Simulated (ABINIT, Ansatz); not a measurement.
# A GW chain in ABINIT: SF6 (Im-3m), part 2 of 3

Wanted: ground state, empty states, screening and self-energy for SF6 (Im-3m).

ABINIT 10.8.3; LDA and many-body steps on it, plane waves. Known limits of the many-body steps: not at the basis limit; coarse k mesh.

So far. Step 2 (Ground state): The gap is direct, at Γ.

**3. Bands along the symmetry lines**

Level of this step: DFT, LDA, plane waves, norm-conserving pseudopotentials (ABINIT).

Levels along a band path, at the cheap level, show where the edges lie and whether the meshes to come will hold them.

run.abi

```
acell 3*1.0 Angstrom
rprim 
  -2.873504736200 2.873504736200 2.873504736200
  2.873504736200 -2.873504736200 2.873504736200
  2.873504736200 2.873504736200 -2.873504736200
ntypat 2
znucl 16 9
natom 7
typat 1 2 2 2 2 2 2
xred 
  0.000000000000 0.000000000000 0.000000000000
  0.725627210000 0.725627210000 0.000000000000
  0.274372790000 0.274372790000 0.000000000000
  0.000000000000 0.274372790000 0.274372790000
  0.000000000000 0.725627210000 0.725627210000
  0.725627210000 0.000000000000 0.725627210000
  0.274372790000 0.000000000000 0.274372790000
pp_dirpath "pseudos"
pseudos "S.upf, F.upf"
ecut 36
iscf -2
irdden 1
kptopt 0
nkpt 26
kpt 
  0.00000000 0.00000000 0.00000000
  0.12500000 -0.12500000 0.12500000
  0.25000000 -0.25000000 0.25000000
  0.37500000 -0.37500000 0.37500000
  0.50000000 -0.50000000 0.50000000
  0.37500000 -0.37500000 0.50000000
  0.25000000 -0.25000000 0.50000000
  0.12500000 -0.12500000 0.50000000
  0.00000000 0.00000000 0.50000000
  0.00000000 0.00000000 0.37500000
  0.00000000 0.00000000 0.25000000
  0.00000000 0.00000000 0.12500000
  0.00000000 0.00000000 0.00000000
  0.06250000 0.06250000 0.06250000
  0.12500000 0.12500000 0.12500000
  0.18750000 0.18750000 0.18750000
  0.25000000 0.25000000 0.25000000
  0.31250000 0.06250000 0.31250000
  0.37500000 -0.12500000 0.37500000
  0.43750000 -0.31250000 0.43750000
  0.50000000 -0.50000000 0.50000000
  0.25000000 0.25000000 0.25000000
  0.18750000 0.18750000 0.31250000
  0.12500000 0.12500000 0.37500000
  0.06250000 0.06250000 0.43750000
  -0.00000000 0.00000000 0.50000000
istwfk *1
nband 31
nbdbuf 2
tolwfr 1e-08
nstep 40
prtwf 0
prtvol 0
indata_prefix "in"
outdata_prefix "out"
tmpdata_prefix "tmp"
```

Command:

```console
OMP_NUM_THREADS=1 mpirun -n 4 abinit run.abi > log
```

Numbers of over 12 decimals in the logs are rounded to 6 here.

The program printed:

```text
.Version 10.8.3 of ABINIT. v10.8.2 released Aug 2026.

 Symmetries : space group Im -3 m (#229); Bravais cI (body-center cubic)
[... echo of the input left out ...]
== DATASET  1 ==================================================================
-   mpi_nproc: 4, omp_nthreads: 1 (-1 if OMP is not activated)

--- !DatasetInfo
iteration_state: {dtset: 1, }
dimensions: {natom: 7, nkpt: 26, mband: 31, nsppol: 1, nspinor: 1, nspden: 1, mpw: 6632, }
cutoff_energies: {ecut:  36.0, pawecutdg:  -1.0, }
electrons: {nelect:   4.80000000E+01, charge:   0.00000000E+00, occopt:   1.00000000E+00, tsmear:   1.00000000E-02, }

 Real(R)+Recip(G) space primitive vectors, cartesian coordinates (Bohr,Bohr^-1):
 R(1)= -5.4301370  5.4301370  5.4301370  G(1)=  0.0000000  0.0920787  0.0920787
 R(2)=  5.4301370 -5.4301370  5.4301370  G(2)=  0.0920787  0.0000000  0.0920787
 R(3)=  5.4301370  5.4301370 -5.4301370  G(3)=  0.0920787  0.0920787  0.0000000
 Unit cell volume ucvol=  6.4046049E+02 bohr^3
 Angles (23,13,12)=  1.09471221E+02  1.09471221E+02  1.09471221E+02 degrees

 getcut: wavevector=  0.0000  0.0000  0.0000  ngfft=  54  54  54
         ecut(hartree)=     36.000   => boxcut(ratio)=   2.12572

--- Pseudopotential description ------------------------------------------------
- S Generated using ONCVPSP code by D. R. Hamann
- 16.00000   6.00000  180309                  znucl, zion, pspdat
12 -1012 2 -1 1132                            pspcod,pspxc,lmax,lloc,mmax
     nproj     2     2     2
  pspatm : epsatm=    8.64647033
         --- l  ekb(1:nproj) -->
             0    6.829465    0.577472
             1    3.264508    0.889325
             2   -2.858321   -0.603195
 pspatm: atomic psp has been read  and splines computed

- F Generated using ONCVPSP code by D. R. Hamann
-  9.00000   7.00000  201202                  znucl, zion, pspdat
12 -1012 2 -1 824                             pspcod,pspxc,lmax,lloc,mmax
     nproj     2     2     1
  pspatm : epsatm=    4.94580260
         --- l  ekb(1:nproj) -->
[...]
2   -2.364936
 pspatm: atomic psp has been read  and splines computed

--------------------------------------------------------------------------------

================================================================================
 prteigrs : about to open file out_EIG
 Non-SCF case, kpt    1 (  0.00000  0.00000  0.00000), residuals and eigenvalues=
  8.78E-09  2.00E-09  3.62E-09  8.75E-09  1.47E-09  4.98E-09  4.02E-09  3.21E-09
  5.22E-09  8.50E-09  2.40E-09  5.16E-09  5.91E-09  2.29E-09  4.60E-09  2.74E-09
  2.96E-09  4.58E-09  2.44E-09  3.09E-09  6.21E-09  3.96E-09  4.51E-09  7.37E-09
  1.95E-09  8.40E-09  2.00E-09  7.92E-09  2.56E-09  7.22E-06  3.01E-06
 -1.0638E+00 -9.3869E-01 -9.3869E-01 -9.3869E-01 -8.9063E-01 -8.9063E-01
 -5.2380E-01 -3.6509E-01 -3.6509E-01 -3.6509E-01 -2.7026E-01 -2.7026E-01
[...]
4.0784E-01

--- !ResultsGS
iteration_state: {dtset: 1, }
comment   : Summary of ground state results
lattice_vectors:
- [ -5.4301370,   5.4301370,   5.4301370, ]
- [  5.4301370,  -5.4301370,   5.4301370, ]
- [  5.4301370,   5.4301370,  -5.4301370, ]
lattice_lengths: [   9.40527,    9.40527,    9.40527, ]
lattice_angles: [109.471, 109.471, 109.471, ] # degrees, (23, 13, 12)
lattice_volume:   6.4046049E+02
convergence: {deltae:  0.000E+00, res2:  0.000E+00, residm:  9.971E-09, diffor:  0.000E+00, }
etotal    :  -1.58469637E+02
entropy   :   0.00000000E+00
fermie    :  -1.34689197E-01
cartesian_stress_tensor: null
pressure_GPa: null
xred      :
- [  0.0000E+00,   0.0000E+00,   0.0000E+00,  S]
- [  7.2563E-01,   7.2563E-01,  -3.7902E-18,  F]
- [  2.7437E-01,   2.7437E-01,  -1.4331E-18,  F]
- [ -1.4331E-18,   2.7437E-01,   2.7437E-01,  F]
- [ -3.7902E-18,   7.2563E-01,   7.2563E-01,  F]
- [  7.2563E-01,  -3.7902E-18,   7.2563E-01,  F]
- [  2.7437E-01,  -1.4331E-18,   2.7437E-01,  F]
cartesian_forces: null
force_length_stats: {min: null, max: null, mean: null, }

 Integrated electronic density in atomic spheres:
 ------------------------------------------------
 Atom  Sphere_radius  Integrated_density
[...]
================================================================================

 ----iterations are completed or convergence reached----

 Mean square residual over all n,k,spin=   51.217E-10; max=  99.714E-10
 reduced coordinates (array xred) for    7 atoms
[...]
0.725627210000     -0.000000000000      0.725627210000
       0.274372790000     -0.000000000000      0.274372790000

 cartesian coordinates (angstrom) at end:
    1      0.000000     0.000000     0.000000
    2     -0.000000     0.000000     4.170186
    3      0.000000    -0.000000     1.576823
    4      1.576823    -0.000000     0.000000
    5      4.170186     0.000000    -0.000000
    6      0.000000     4.170186    -0.000000
    7     -0.000000     1.576823     0.000000
 length scales=  1.889726125908  1.889726125908  1.889726125908 bohr
              =  1.000000000000  1.000000000000  1.000000000000 angstroms
 prteigrs : about to open file out_EIG
 Eigenvalues (hartree) for nkpt=  26  k points:
 kpt#   1, nband= 31, wtk=  1.00000, kpt=  0.0000  0.0000  0.0000 (reduced coord)
[...]
kpt#   2, nband= 31, wtk=  1.00000, kpt=  0.1250 -0.1250  0.1250 (reduced coord)
[...]
kpt#   3, nband= 31, wtk=  1.00000, kpt=  0.2500 -0.2500  0.2500 (reduced coord)
[...]
kpt#  25, nband= 31, wtk=  1.00000, kpt=  0.0625  0.0625  0.4375 (reduced coord)
[...]
0.12878    0.26920    0.27925    0.30149    0.32310    0.33675    0.40118
 kpt#  26, nband= 31, wtk=  1.00000, kpt=  0.0000  0.0000  0.5000 (reduced coord)
[...]
-0.38423   -0.36461   -0.27694   -0.27301   -0.26186   -0.25807   -0.23825   -0.20101
  -0.18324   -0.18184   -0.18017   -0.17626   -0.17556   -0.14206   -0.13915   -0.13841
   0.12715    0.26868    0.27958    0.31184    0.31401    0.33525    0.40784

== END DATASET(S) ==============================================================
================================================================================

 -outvars: echo values of variables after computation  --------
            nband          31
             nkpt          26
          spgroup         229
 [... the other variables as echoed above ...]

 Calculation completed.
```

Wall time 63 s (4 MPI ranks of Arm Neoverse N1, shared host); peak memory 0.38 GiB.

This step gave:

- gap: 6.132 eV
- k of the valence top: 0, 0, 0
- k of the conduction bottom: 0, 0, 0
- least direct gap: 6.132 eV

The gap is 6.132 eV, as in the run before at this level.

Electronic bands along the path, in eV, zero at the top of the highest filled band:

| point | band 21 | band 22 | band 23 | band 24 | band 25 | band 26 | band 27 | band 28 |
| --- | --- | --- | --- | --- | --- | --- | --- | --- |
| Γ | -1.15 | 0.00 | 0.00 | 0.00 | 6.13 | 10.30 | 12.09 | 12.09 |
| halfway | -1.18 | -0.11 | -0.11 | -0.03 | 6.78 | 10.91 | 11.66 | 12.09 |
| H | -1.08 | -0.06 | -0.06 | -0.06 | 6.67 | 11.95 | 11.95 | 11.95 |
| halfway | -1.10 | -0.12 | -0.09 | -0.08 | 6.88 | 11.45 | 11.61 | 12.05 |
| N | -1.11 | -0.20 | -0.12 | -0.10 | 7.12 | 10.98 | 11.27 | 12.15 |
| halfway | -1.19 | -0.09 | -0.05 | -0.05 | 6.61 | 10.68 | 11.67 | 11.88 |
| Γ | -1.15 | 0.00 | 0.00 | 0.00 | 6.13 | 10.30 | 12.09 | 12.09 |
| halfway | -1.23 | -0.10 | -0.10 | -0.09 | 6.82 | 10.83 | 11.66 | 11.66 |
| P | -1.14 | -0.19 | -0.19 | -0.19 | 7.47 | 11.14 | 11.14 | 11.14 |
| halfway | -1.08 | -0.12 | -0.12 | -0.12 | 7.01 | 11.51 | 11.51 | 11.62 |
| H | -1.08 | -0.06 | -0.06 | -0.06 | 6.67 | 11.95 | 11.95 | 11.95 |
| jump to P | -1.14 | -0.19 | -0.19 | -0.19 | 7.47 | 11.14 | 11.14 | 11.14 |
| halfway | -1.11 | -0.19 | -0.15 | -0.15 | 7.28 | 11.03 | 11.24 | 11.54 |
| N | -1.11 | -0.20 | -0.12 | -0.10 | 7.12 | 10.98 | 11.27 | 12.15 |

**4. Empty states on the mesh, 2×2×2 mesh, 76 bands**

The sums over transitions need many empty states on a uniform mesh; this step solves for them.

run.abi

```
acell 3*1.0 Angstrom
rprim 
  -2.873504736200 2.873504736200 2.873504736200
  2.873504736200 -2.873504736200 2.873504736200
  2.873504736200 2.873504736200 -2.873504736200
ntypat 2
znucl 16 9
natom 7
typat 1 2 2 2 2 2 2
xred 
  0.000000000000 0.000000000000 0.000000000000
  0.725627210000 0.725627210000 0.000000000000
  0.274372790000 0.274372790000 0.000000000000
  0.000000000000 0.274372790000 0.274372790000
  0.000000000000 0.725627210000 0.725627210000
  0.725627210000 0.000000000000 0.725627210000
  0.274372790000 0.000000000000 0.274372790000
pp_dirpath "pseudos"
pseudos "S.upf, F.upf"
ecut 36
ngkpt 2 2 2
nshiftk 1
shiftk 0 0 0
kptopt 1
chksymbreak 0
iscf -2
irdden 1
istwfk *1
nband 76
nbdbuf 6
tolwfr 1e-09
nstep 60
prtvol 0
indata_prefix "in"
outdata_prefix "out"
tmpdata_prefix "tmp"
```

The program printed:

```text
.Version 10.8.3 of ABINIT. v10.8.2 released Aug 2026.

 Symmetries : space group Im -3 m (#229); Bravais cI (body-center cubic)
[... echo of the input left out ...]
== DATASET  1 ==================================================================
-   mpi_nproc: 4, omp_nthreads: 1 (-1 if OMP is not activated)
-    --> not optimal distribution: autoparal keyword recommended in input file <--

--- !DatasetInfo
iteration_state: {dtset: 1, }
dimensions: {natom: 7, nkpt: 3, mband: 76, nsppol: 1, nspinor: 1, nspden: 1, mpw: 6620, }
cutoff_energies: {ecut:  36.0, pawecutdg:  -1.0, }
electrons: {nelect:   4.80000000E+01, charge:   0.00000000E+00, occopt:   1.00000000E+00, tsmear:   1.00000000E-02, }

 Real(R)+Recip(G) space primitive vectors, cartesian coordinates (Bohr,Bohr^-1):
 R(1)= -5.4301370  5.4301370  5.4301370  G(1)=  0.0000000  0.0920787  0.0920787
 R(2)=  5.4301370 -5.4301370  5.4301370  G(2)=  0.0920787  0.0000000  0.0920787
 R(3)=  5.4301370  5.4301370 -5.4301370  G(3)=  0.0920787  0.0920787  0.0000000
 Unit cell volume ucvol=  6.4046049E+02 bohr^3
 Angles (23,13,12)=  1.09471221E+02  1.09471221E+02  1.09471221E+02 degrees

 getcut: wavevector=  0.0000  0.0000  0.0000  ngfft=  54  54  54
         ecut(hartree)=     36.000   => boxcut(ratio)=   2.12572

--- Pseudopotential description ------------------------------------------------
- S Generated using ONCVPSP code by D. R. Hamann
- 16.00000   6.00000  180309                  znucl, zion, pspdat
12 -1012 2 -1 1132                            pspcod,pspxc,lmax,lloc,mmax
     nproj     2     2     2
  pspatm : epsatm=    8.64647033
         --- l  ekb(1:nproj) -->
             0    6.829465    0.577472
             1    3.264508    0.889325
             2   -2.858321   -0.603195
 pspatm: atomic psp has been read  and splines computed

- F Generated using ONCVPSP code by D. R. Hamann
-  9.00000   7.00000  201202                  znucl, zion, pspdat
12 -1012 2 -1 824                             pspcod,pspxc,lmax,lloc,mmax
     nproj     2     2     1
  pspatm : epsatm=    4.94580260
         --- l  ekb(1:nproj) -->
[...]
2   -2.364936
 pspatm: atomic psp has been read  and splines computed

--------------------------------------------------------------------------------

================================================================================
 prteigrs : about to open file out_EIG
 Non-SCF case, kpt    1 (  0.00000  0.00000  0.00000), residuals and eigenvalues=
  5.39E-10  9.65E-11  4.94E-10  8.23E-10  1.22E-10  5.66E-10  6.83E-10  1.89E-10
  3.77E-10  6.18E-10  1.97E-10  3.41E-10  8.25E-10  2.25E-10  9.37E-10  2.23E-10
  2.48E-10  6.13E-10  3.02E-10  3.62E-10  4.82E-10  4.09E-10  4.67E-10  9.45E-10
[...]
5.65E-05  1.82E-06  3.83E-05  1.96E-04
 -1.0638E+00 -9.3869E-01 -9.3869E-01 -9.3869E-01 -8.9063E-01 -8.9063E-01
 -5.2380E-01 -3.6509E-01 -3.6509E-01 -3.6509E-01 -2.7026E-01 -2.7026E-01
 -2.7026E-01 -2.6739E-01 -2.6739E-01 -1.8978E-01 -1.8978E-01 -1.8978E-01
[...]
1.0925E+00  1.0925E+00  1.0925E+00  1.0933E+00  1.0933E+00  1.1640E+00
  1.1640E+00  1.1640E+00  1.1741E+00  1.2261E+00  1.2261E+00  1.2261E+00
  1.3485E+00  1.3738E+00  1.3741E+00  1.3787E+00
 prteigrs : prtvol=0 or 1, do not print more k-points.

--- !ResultsGS
iteration_state: {dtset: 1, }
comment   : Summary of ground state results
lattice_vectors:
- [ -5.4301370,   5.4301370,   5.4301370, ]
- [  5.4301370,  -5.4301370,   5.4301370, ]
- [  5.4301370,   5.4301370,  -5.4301370, ]
lattice_lengths: [   9.40527,    9.40527,    9.40527, ]
lattice_angles: [109.471, 109.471, 109.471, ] # degrees, (23, 13, 12)
lattice_volume:   6.4046049E+02
convergence: {deltae:  0.000E+00, res2:  0.000E+00, residm:  9.859E-10, diffor:  0.000E+00, }
etotal    :  -1.58469637E+02
entropy   :   0.00000000E+00
fermie    :  -1.34689197E-01
cartesian_stress_tensor: null
pressure_GPa: null
xred      :
- [  0.0000E+00,   0.0000E+00,   0.0000E+00,  S]
- [  7.2563E-01,   7.2563E-01,  -3.7902E-18,  F]
- [  2.7437E-01,   2.7437E-01,  -1.4331E-18,  F]
- [ -1.4331E-18,   2.7437E-01,   2.7437E-01,  F]
- [ -3.7902E-18,   7.2563E-01,   7.2563E-01,  F]
- [  7.2563E-01,  -3.7902E-18,   7.2563E-01,  F]
- [  2.7437E-01,  -1.4331E-18,   2.7437E-01,  F]
cartesian_forces: null
force_length_stats: {min: null, max: null, mean: null, }

 Integrated electronic density in atomic spheres:
 ------------------------------------------------
 Atom  Sphere_radius  Integrated_density
[...]
================================================================================

 ----iterations are completed or convergence reached----

 Mean square residual over all n,k,spin=   50.899E-11; max=  98.594E-11
 reduced coordinates (array xred) for    7 atoms
[...]
0.725627210000     -0.000000000000      0.725627210000
       0.274372790000     -0.000000000000      0.274372790000

 cartesian coordinates (angstrom) at end:
    1      0.000000     0.000000     0.000000
[...]
7     -0.000000     1.576823     0.000000
 length scales=  1.889726125908  1.889726125908  1.889726125908 bohr
              =  1.000000000000  1.000000000000  1.000000000000 angstroms
 prteigrs : about to open file out_EIG
 Eigenvalues (hartree) for nkpt=   3  k points:
 kpt#   1, nband= 76, wtk=  0.12500, kpt=  0.0000  0.0000  0.0000 (reduced coord)
[...]
0.98743    1.03305    1.03305    1.03305    1.09249    1.09249    1.09249    1.09332
   1.09332    1.16398    1.16398    1.16398    1.17411    1.22609    1.22609    1.22609
   1.34851    1.37378    1.37412    1.37875
 prteigrs : prtvol=0 or 1, do not print more k-points.

== END DATASET(S) ==============================================================
================================================================================

 -outvars: echo values of variables after computation  --------
            nband          76
             nkpt           3
          spgroup         229
 [... the other variables as echoed above ...]

 Calculation completed.
```

Run time: 24 s. Hardware: 4 MPI ranks; peak memory 0.33 GiB; 95 s of CPU time.

Numbers from this step:

```
gap                                                           : 6.132 eV
k of the valence top                                          : 0, 0, 0
k of the conduction bottom                                    : 0, 0, 0
least direct gap                                              : 6.132 eV
k points computed                                             : 3
lowest point of the top converged band, above the valence top : 37.03 eV
```

On this mesh the gap is 6.132 eV.

**5. Screening, 2×2×2 mesh, 70 bands, screening to 98 eV**

The RPA dielectric matrix is built and inverted for each q.

This step: RPA screening on LDA, plane waves, norm-conserving pseudopotentials.

Changes to run.abi since step 4:

```diff
@@ -25,10 +25,11 @@
 chksymbreak 0
-iscf -2
-irdden 1
 istwfk *1
-nband 76
-nbdbuf 6
-tolwfr 1e-09
-nstep 60
-prtvol 0
+occopt 1
+irdwfk 1
+optdriver 3
+nband 70
+ecuteps 3.6
+inclvkb 2
+awtr 1
+symchi 1
 indata_prefix "in"
```

The program printed:

```text
.Version 10.8.3 of ABINIT. v10.8.2 released Aug 2026.

 Symmetries : space group Im -3 m (#229); Bravais cI (body-center cubic)
[... echo of the input left out ...]
== DATASET  1 ==================================================================
-   mpi_nproc: 4, omp_nthreads: 1 (-1 if OMP is not activated)

--- !DatasetInfo
iteration_state: {dtset: 1, }
dimensions: {natom: 7, nkpt: 3, mband: 70, nsppol: 1, nspinor: 1, nspden: 1, mpw: 6620, }
cutoff_energies: {ecut:  36.0, pawecutdg:  -1.0, }
electrons: {nelect:   4.80000000E+01, charge:   0.00000000E+00, occopt:   1.00000000E+00, tsmear:   1.00000000E-02, }

 SCREENING: Calculation of the susceptibility and dielectric matrices

 Based on a program developped by R.W. Godby, V. Olevano, G. Onida, and L. Reining.
 Incorporated in ABINIT by V. Olevano, G.-M. Rignanese, and M. Torrent.
.Using double precision arithmetic ; gwpc =  8

[... cell and pseudopotentials left out ...]
--------------------------------------------------------------------------------

 ==== K-mesh for the wavefunctions ====
 Number of points in the irreducible wedge :     3
[... list of points left out ...]
 Together with 48 symmetry operations and time-reversal symmetry
 yields     8 points in the full Brillouin Zone.

 ==== Q-mesh for the screening function ====
 Number of points in the irreducible wedge :     3
[... list of points left out ...]
 Together with 48 symmetry operations and time-reversal symmetry
 yields     8 points in the full Brillouin Zone.

 setmesh: FFT mesh size selected  =    27x   27x   27
          total number of points  =        19683

 vcoul_init : cutoff-mode = AUXILIARY_FUNCTION
 q-points for optical limit:   1
     1)      0.000010    0.000020    0.000030

- screening: taking advantage of time-reversal symmetry
- Maximum band index for partially occupied states nbvw = 24
- Remaining bands to be divided among processors   nbcw = 46
- Number of bands treated by each node ~11

 Number of electrons calculated from density =   48.0000; Expected =   48.0000
 average of density, n =  0.074946
 r_s =    1.4714
 omega_plasma =   26.4077 [eV]

 calculating chi0 at frequencies [eV] :
  1    0.000000E+00    0.000000E+00
  2    0.000000E+00    2.640767E+01

--------------------------------------------------------------------------------
  q-point number  1        q = ( 0.000000, 0.000000, 0.000000) [r.l.u.]
--------------------------------------------------------------------------------
[... chi0 elements left out ...]
 For q-point:  0.000010 0.000020 0.000030
  dielectric constant =   1.7358
  dielectric constant without local fields =   1.9529

  Average fulfillment of the sum rule on Im[epsilon] for q-point    1 :     27.77  [%]
[... wings left out ...]
  q-point number  2        q = ( 0.500000, 0.000000, 0.000000) [r.l.u.]
--------------------------------------------------------------------------------
[... chi0 elements left out ...]
  Average fulfillment of the sum rule on Im[epsilon] for q-point    2 :     34.12  [%]

 [... 1 further q-points ...]
```

The job ended after 14 s (4 MPI ranks; peak memory 0.72 GiB; 55 s of CPU time).

Numbers from this step:

- ε∞ with local fields, on this mesh, along the program's q direction: 1.736
- the same without local fields: 1.953
- plasma frequency: 26.41 eV
- plane waves in the screening matrix: 201

Local fields lower ε∞ by 11 %. On a Γ-centred mesh this coarse the value itself is usually too large, while a short band sum pulls it down.

(Part 2 of 3 ends here.)

[Paths, hosts, dates, memory and timing lines, banners, echoed tables and standing remarks are left out of the program output.]

[Logs are printed without paths, hosts, clocks, repeated set-up lines and the standing remarks that a program may print on its own settings, such as how far it seeks lower states.]

[Runs of the session that timed out or met a known fault of the program may be left out.]

[Hosts, paths, dates, database ids (printed as entryN), source tags and the programs' standing remarks are cut or masked in the printed files.]

[G0W0 gaps are taken among the corrected bands and points alone; a level outside them can change the order at an edge.]

[Where Ansatz stands beside ABINIT at settings called matched, ABINIT's density can come from a denser mesh and the files from another edition; pairs whose starting gaps differed by over 0.03 eV were left out, so agreement reads better than it is.]
